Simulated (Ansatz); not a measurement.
# MoSi2 (I4/mmm): Drude plasma energy along x against volume

The cell of MoSi2 (I4/mmm) is scaled evenly and the response computed anew at each volume, on one mesh. The atoms keep their fractional positions. x, y and z are the Cartesian axes of the input cell.

Symmetry: I4/mmm, No. 139, tetragonal system. The conventional cell has a = 3.200 Å, b = 3.200 Å, c = 7.861 Å, α = 90.00°, β = 90.00°, γ = 90.00°. Mo on site a has 10 Si at 2.62 Å as nearest neighbours. Si on site e has 5 Si at 2.61 to 2.63 Å and 5 Mo at 2.62 Å as nearest neighbours.

Method: Ansatz 0.2.0, PBE, independent particles, k-mesh 20×20×20 with interpolation inside its cells, Gaussian parameter 0.1 eV.

Launch of the response step: `ansatz run input.yaml --threads 4 --pin off --max-ram 8192MiB --backend cpu --events-out ev --progress --plain --runs-dir out`. The series took 6.9 min in all, on 4 threads of Arm Neoverse V1, on a shared host.

| V/V₀ | V (Å³, primitive cell) | Drude plasma energy along x (eV) |
| --- | --- | --- |
| 0.94 | 37.83 | 2.4274 |
| 0.96 | 38.64 | 2.3816 |
| 0.98 | 39.44 | 2.3374 |
| 1.00 | 40.25 | 2.2948 |
| 1.02 | 41.05 | 2.2539 |
| 1.04 | 41.86 | 2.2150 |
| 1.06 | 42.66 | ? |

For small changes the quantity should be close to linear in ln V.

Working, on the rows shown:

| x = ln(V/V₀) | y = Drude plasma energy along x |
| --- | --- |
| -0.0618754 | 2.4274 |
| -0.040822 | 2.3816 |
| -0.0202027 | 2.3374 |
| 0 | 2.2948 |
| 0.0198026 | 2.2539 |
| 0.0392207 | 2.215 |

Means: x̄ = -0.010646, ȳ = 2.3184. Σ(x − x̄)(y − ȳ) = -0.01504, Σ(x − x̄)² = 0.007154. Slope = -0.01504 / 0.007154 = -2.103; intercept = ȳ − slope · x̄ = 2.296. The line misses the rows shown by at most 0.0015 eV.

**Question.** Fill in the last column of the withheld row.

**Answer.** At x = 0.058269 the line gives y = 2.1734 eV. The run gave 2.1788 eV, so the extrapolation is off by 0.0054 eV, 2 % of the range in the table.

Between the rows on either side of x = 0 the slope is (2.2539 − 2.3374) / (0.019803 − (-0.020203)) = -2.087. So d ln ωp/d ln V = -0.91; free electrons would give −0.50. The cell comes from an older database entry, whose edges can be off by a per cent or so. The values come from a sum over the points of one k-mesh and carry its error, which is largest for Fermi-surface quantities. Spin-orbit coupling is left out.
